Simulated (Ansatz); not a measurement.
# BeInCl3 (model cell, started as cubic perovskite with Be in the octahedra): following an unstable mode, part 3 of 3

Wanted: the energy along a soft mode of BeInCl3 (model cell, started as cubic perovskite with Be in the octahedra) and the structure at the end.

Ansatz 0.2.0; DFT PBEsol, scalar-relativistic, plane waves, PAW; PAW set soft_1.

So far. Step 5 (Energy along the mode, all amplitudes (two of the runs …): The lowest of the steps tried is at 0.45 Å, 29.1 meV/atom below the parent; the bottom of the well need not coincide with a step. Step 7 (The new phase in its own primitive cell): The largest force component left is 0.62 meV/Å and the pressure is 0.003 GPa, within the tolerances set. The cell now holds 22.93 Å³/atom. The relaxed cell has a, b, c = 3.421, 8.466, 7.920 Å (conventional setting).

The structure was built from a prototype and need not be the compound's stable phase.

## Step 8: Modes of the new phase, k-mesh 8×4×4

A relaxed structure may still be a saddle point, so its zone-centre modes are computed. The response to a homogeneous field gives the Born charges and the dielectric tensor.

input.yaml reads:

```yaml
crystal:
  lattice:
    - [3.4205879028, 0.0, 0.0]
    - [0.0, 4.2328921809, 3.9597898108]
    - [0.0, -4.2328921809, 3.9597898108]
  atoms:
    - { symbol: In, position: [0.0, 0.9978223612, 0.9978223612] }
    - { symbol: Be, position: [0.5, 0.6023493946, 0.6023493946] }
    - { symbol: Cl, position: [0.5, 0.5577859086, 0.9397195658] }
    - { symbol: Cl, position: [0.5, 0.9397195658, 0.5577859086] }
    - { symbol: Cl, position: [0.0, 0.4531462227, 0.4531462227] }
kpoints:
  mp_grid: { grid: [8, 4, 4] }
hamiltonian:
  xc: pbesol
  pseudopotentials: { kind: paw, azcp: { folder: soft_1 }, xc_functional: pbe }
scf:
  occupations: { method: fixed }
output:
  eigenvalues: true
phonons:
  method: dfpt
  dielectric: true
  rigid_motions: translations
```

Run with:

```
ansatz run input.yaml --threads 4 --pin off --max-ram 16384MiB --backend cpu --events-out ev --progress --plain --runs-dir out
```

Numbers of over 12 decimals in the logs are rounded to 6 here.

Output:

```text
[...]
Crystal: 5 atoms, lattice volume = 114.667 Å³
Basis set: ecut = 420 eV, 2229 PW (Γ), exchange–correlation on 48×80×80 points (8 copies of the dense FFT grid, shifted against one another)
Bands: 23, of which v1, the nominal top of the filled ones, is band 18 counted from 1 (17 counted from 0)
Symmetry: 4 space group operations
k-points: 68 of 128 (irreducible under 1 space group operation, time reversal used)
[...]
SCF iter   1: F=—  HF=-8805.605713 eV  |F-HF|=—  |Δ(HF+E_count)|=         —  Δρ=4.32e-2  dr2=4.16e0  ethr=3.10e-3  ⟨swp⟩=5.5  Hψ=7121  notcnv=0  defer=165
[...]
SCF iter  11: F=-8803.911025 eV  HF=-8803.911025 eV  |F-HF|=5.46e-12  |Δ(HF+E_count)|=  1.27e-10  Δρ=1.29e-7  dr2=2.95e-11  ethr=1.00e-12  ⟨swp⟩=16.0  Hψ=12175  notcnv=0
SCF 1 converged in 11 iterations: F = -8803.911025 eV  dr2 = 2.95e-11
[...]
NSCF: frozen V_eff on 2 k-points
DFPT response loops at Γ: preconditioner auto → Resta (q_TF=auto, 2.249 Å⁻¹)  ε∞=6.4 (no band partly filled); β = 1.00, the filter's whole step (`scf.mixing.beta` (0.50) is not read by the response loops at its default; to damp them type it under 1.00, their step now; it binds the ground state too); Broyden in place of MSR1
── the response to a field inside a basis, on 10×6×6 k-points: an SCF that follows is theirs, and a resumed run solves both again ──
Bands: 19, of which v1, the nominal top of the filled ones, is band 18 counted from 1 (17 counted from 0)
k-points: 60
[...]
Eigensolver: Dense (60 Hₖ)
SCF iter   1: F=—  HF=-8803.901869 eV  |F-HF|=—  |Δ(HF+E_count)|=         —  Δρ=1.39e-4  dr2=4.02e-6  ethr=1.00e-1
[...]
SCF iter   3: F=-8803.901874 eV  HF=-8803.901874 eV  |F-HF|=1.55e-8  |Δ(HF+E_count)|=   1.55e-6  Δρ=8.48e-6  dr2=3.52e-8  ethr=3.22e-9
SCF 1 converged in 3 iterations: F = -8803.901874 eV  dr2 = 3.52e-8
[...]
WARN: field response: ε∞ stands inside a basis, on 10×6×6 points; the force constants stand on the 8×4×4 k-mesh, whose period is 9.19 times the interband length at k = (-0.5000, 0.0000, 0.0000), direct gap 1.443 eV, under 14: take them and everything formed from them as unconverged, and compare with a denser kpoints.mp_grid
SCF converged after 11 iterations
Free energy (F): -8803.911025 eV
[...]
Internal energy: -8803.911025 eV  (E = F + TS)
E sigma→0 (E₀):  -8803.911025 eV
Fermi energy:    3.884157 eV
[...]
--- Band table (eV; the first three rows and the last of 68) ---
  k-point 0: bands = [... 14 lower, 1.9889, 2.6277, 2.7140, 2.8710, 8.6717, 8.8041, 8.8074, 10.3435, ... 1 higher]
  k-point 1: bands = [... 14 lower, 2.3749, 2.5227, 2.6732, 2.8645, 7.8017, 8.6730, 8.8046, 10.9335, ... 1 higher]
  k-point 2: bands = [... 14 lower, 2.2588, 2.6246, 2.8652, 3.0618, 6.9951, 8.6149, 8.8354, 11.3972, ... 1 higher]
  k-point 67: bands = [... 14 lower, 1.1776, 2.1870, 2.3556, 2.9951, 6.6637, 9.4150, 9.4342, 9.4988, ... 1 higher]
--- Phonons (Γ-DFPT): 12 representative perturbations + reference, on 68 of 128 k-points (Σ response iterations 40) ---
  k mesh reduced under 1 symmetry operation, with k and −k counted as one. Each operation leaves every solved perturbation unchanged. A smaller set is not considered because the run solves the response to a homogeneous field
  ASR residual: 1.249e-4 → 0.000e0 eV/Å²; symmetrization residual: 1.663e-6 eV/Å²
  ASR residual per site (eV/Å²): 7.93e-6 1.25e-4 7.99e-5 7.99e-5 1.21e-4
[...]
ε∞ (high-frequency dielectric tensor):
        5.530425     0.000000     0.000000
        0.000000     3.945534    -0.000000
        0.000000    -0.000000     4.177942
  ε⁰ (static dielectric tensor: ions relaxed, cell fixed):
       36.659104     0.000000     0.000000
        0.000000    49.219262    -0.000000
        0.000000    -0.000000    11.553809
  ε⁰ − ε∞ (ionic part):
       31.128678     0.000000     0.000000
        0.000000    45.273728    -0.000000
        0.000000    -0.000000     7.375868
  softest optical mode at Γ: 10.03 cm⁻¹; the repairs (sum rule, projections) moved no ω² at Γ by more than (2.14 cm⁻¹)²
  Born effective charges Z* (e; rows j = field, columns β = displacement):
    site 0:
         2.04372   -0.00000    0.00000
        -0.00000    1.86138   -0.00000
         0.00000   -0.00000    2.25198
    site 1:
         1.94846    0.00000    0.00000
         0.00000    1.34965    0.00000
         0.00000    0.00000    1.67443
    site 2:
        -1.18698   -0.00000   -0.00000
        -0.00000   -1.41521   -0.38885
        -0.00000   -0.21427   -1.42758
    site 3:
        -1.18698    0.00000   -0.00000
         0.00000   -1.41521    0.38885
        -0.00000    0.21427   -1.42758
    site 4:
        -1.61822    0.00000   -0.00000
         0.00000   -0.38060    0.00000
        -0.00000    0.00000   -1.07126
  Z* charge neutrality: 3.454e-3 e pre-enforcement
  solved inside a basis spanned on kpoints, on 10×6×6 k-points transformed towards the longest dipole: ε∞ is read to err by 2.1e-2, Z* by 2.1e-2 e (field_mesh: kpoints solves on kpoints); Z* is corrected for what the basis lacks
  optical modes at Γ without the LO–TO term, one row a degenerate level:
      ω (cm⁻¹)  modes    IR ((D/Å)²/amu)
         10.03      1             0.1927
         32.87      1             1.6979
         58.00      1             1.6742
         78.19      1             2.0916
         87.43      1             0.0000
        157.28      1             0.6592
        179.45      1             0.9522
        201.33      1             0.1663
        297.27      1             0.0730
        394.49      1            11.7391
        584.66      1             6.2240
        595.63      1             8.5387
  optical modes at Γ + LO–TO along q̂ = [1.0000, 0.0000, 0.0000]:
      ω (cm⁻¹)  modes    IR ((D/Å)²/amu)
         10.03      1             0.1927
         58.00      1             1.6742
         72.32      1             0.8765
         78.19      1             2.0916
[...]
optical modes at Γ + LO–TO along q̂ = [0.0000, 1.0000, 0.0000]:
      ω (cm⁻¹)  modes    IR ((D/Å)²/amu)
[...]
optical modes at Γ + LO–TO along q̂ = [0.0000, 0.0000, 1.0000]:
      ω (cm⁻¹)  modes    IR ((D/Å)²/amu)
         10.03      1             0.1927
         32.87      1             1.6979
         58.00      1             1.6742
         87.43      1             0.0000
        114.36      1             1.1010
        157.28      1             0.6592
        193.19      1             1.3084
        201.33      1             0.1663
        297.85      1             0.0800
        394.49      1            11.7391
        584.66      1             6.2240
        627.88      1             9.1663
```

Run time: 87 s. Hardware: 4 threads of Arm Neoverse V1, shared host; peak memory 1.1 GiB.

This step gave:

```yaml
sum_rule_residual_before_enforcement: 1.25e-4 eV/Å²
miss_of_the_charge_sum_rule: 0.003454 e
estimated_error_of_the_dielectric_tensor: 0.02125
estimated_error_of_the_born_charges: 0.02137 e
point_group: mm2
highest_optical_mode_at_the_zone_centre_no_lo_to_term: 595.6 cm⁻¹
lowest_optical_zone_centre_mode: 10.03 cm⁻¹
mean_high_frequency_dielectric_constant: 4.551
largest_born_charge_third_of_the_trace: 2.052 e
mean_static_dielectric_constant: 32.48
top_of_the_zone_centre_spectrum_with_the_field: 627.9 cm⁻¹
```

Without the LO-TO term. Patterns of degenerate modes are one choice out of their space. The modes at Γ (shares of kinetic energy by element, %):

```csv
mode,frequency (cm⁻¹),symmetry,In %,Be %,Cl %
1,0.0,acoustic,50,4,46
2,0.0,acoustic,50,4,46
3,0.0,acoustic,50,4,46
4,10.0,B2,33,4,63
5,32.9,B1,50,4,46
6,58.0,B2,17,2,82
7,78.2,A1,50,3,47
8,87.4,A2,0,0,100
9,157.3,B1,0,8,92
10,179.4,A1,0,3,97
11,201.3,B2,0,5,95
12,297.3,A1,0,1,99
13,394.5,B1,0,84,16
14,584.7,B2,0,86,14
15,595.6,A1,0,89,11
```

Displacements in mode 5 (32.9 cm⁻¹), the largest set to 1:
```
In1  0.98  0.00  0.00
Be2 -0.97  0.00  0.00
Cl3 -0.96  0.00  0.00
Cl4 -0.96  0.00  0.00
Cl5 -1.00  0.00  0.00
```

Displacements in mode 10 (179.4 cm⁻¹), the largest set to 1:
```
In1  0.00  0.00  0.05
Be2  0.00  0.00  0.61
Cl3  0.00 -0.96 -0.66
Cl4  0.00  0.96 -0.66
Cl5  0.00  0.00  1.00
```

Optical modes at the zone centre, without and with the macroscopic field of the longitudinal modes; each column is sorted by frequency, so a row need not hold one and the same mode. Modes with and without the field, by row:

```csv
rank among optical modes,no field (cm⁻¹),"q along (1, 0, 0) (cm⁻¹)","q along (0, 1, 0) (cm⁻¹)","q along (0, 0, 1) (cm⁻¹)"
1,10,10,18.6,10
2,32.9,58,32.9,32.9
3,58,72.3,78.2,58
4,78.2,78.2,87.4,87.4
5,87.4,87.4,104.9,114.4
6,157.3,163.7,157.3,157.3
7,179.4,179.4,179.4,193.2
8,201.3,201.3,203.6,201.3
9,297.3,297.3,297.3,297.9
10,394.5,443.7,394.5,394.5
11,584.7,584.7,595.6,584.7
12,595.6,595.6,609.9,627.9
```

Born charge (rows field, columns displacement) (e), principal values of the symmetric part by kind of site:

```csv
atom,atoms with these values,low,middle,high,mean
In1,1,1.86,2.04,2.25,2.05
Be2,1,1.35,1.67,1.95,1.66
Cl3,2,-1.72,-1.19,-1.12,-1.34
Cl5,1,-1.62,-1.07,-0.38,-1.02
```

In full for In1:

```
2.04 0.00 0.00
0.00 1.86 0.00
0.00 0.00 2.25
```

High-frequency dielectric tensor:

```
5.53 0.00 0.00
0.00 3.95 0.00
0.00 0.00 4.18
```

Static dielectric tensor (ions relaxed, fixed cell):

```
36.66  0.00  0.00
 0.00 49.22  0.00
 0.00  0.00 11.55
```

Transverse modes. Lines of the infrared spectrum (strongest = 100):

```csv
position (cm⁻¹),label,relative intensity
10,B2,1.6
33,B1,14
58,B2,14
78,A1,18
87,A2,0.0
157,B1,5.6
179,A1,8.1
201,B2,1.4
297,A1,0.6
394,B1,100
585,B2,53
596,A1,73
```

Before it was imposed, the acoustic sum rule was missed by 1.2e-4 eV/Å² and the charge sum rule by 0.0035 e. Small misses are needed for a sound result but don't prove that mesh and cutoff are converged. The lowest optical mode is real, 10.0 cm⁻¹.

The log warns of the k mesh: “the force constants stand on the 8×4×4 k-mesh, whose period is 9.19 times the interband length at k = (-0.5000, 0.0000, 0.0000), direct gap 1.443 eV, under 14: take them and everything formed from them as unconverged”.

## Step 9: Results

| Item | Value |
| --- | --- |
| unstable mode of the parent | q = (0, 0, 0), 289i cm⁻¹ |
| depth at the lowest point sampled | 29.1 meV/atom |
| largest atomic shift at that point | 0.45 Å |
| space group reached (within 0.01 Å) | Amm2 |
| energy gained over the parent (first relaxation, on the mesh of the frozen mode) | 214 meV/atom |
| volume per atom, phase reached | 22.9 Å³ |
| gap on the k-mesh, phase reached | 1.44 eV |
| lowest optical zone-centre mode, phase reached | 10.0 cm⁻¹ |
| highest optical mode at the zone centre (no LO-TO term), phase reached | 596 cm⁻¹ |

**Reading.** Along this mode the structure falls into Amm2, 214 meV/atom below the parent. At the parent's cell the well is 29.05 meV/atom deep on the steps tried, with its lowest point at a shift of 0.45 Å. Relaxing atoms and cell changes the gain by +184.51 meV/atom against the lowest step (energies at zero smearing). Most of the total comes from this relaxation. The new phase has no imaginary mode at the zone centre of its cell; other wavevectors were not checked. Of the 4 patterns followed to their end from this parent, this one reaches the lowest energy. Each path keeps the symmetry of its pattern, so a lower phase may lie along a pattern not tried. With the field response the log warns that the k mesh is coarse for the force constants too, so the frequencies may not be converged. An optical mode within 15 cm⁻¹ of zero is at the mercy of small errors in the force constants, and even its sign is uncertain. The PAW files were made for PBE and serve the other functionals too. The starting cell was built on a prototype and not taken from a measurement, so the phase need not exist.

[Logs are printed without paths, hosts, clocks, repeated set-up lines and the standing remarks that a program may print on its own settings, such as how far it seeks lower states.]

[Hosts, paths, dates, database ids (printed as entryN), source tags and the programs' standing remarks are cut or masked in the printed files.]
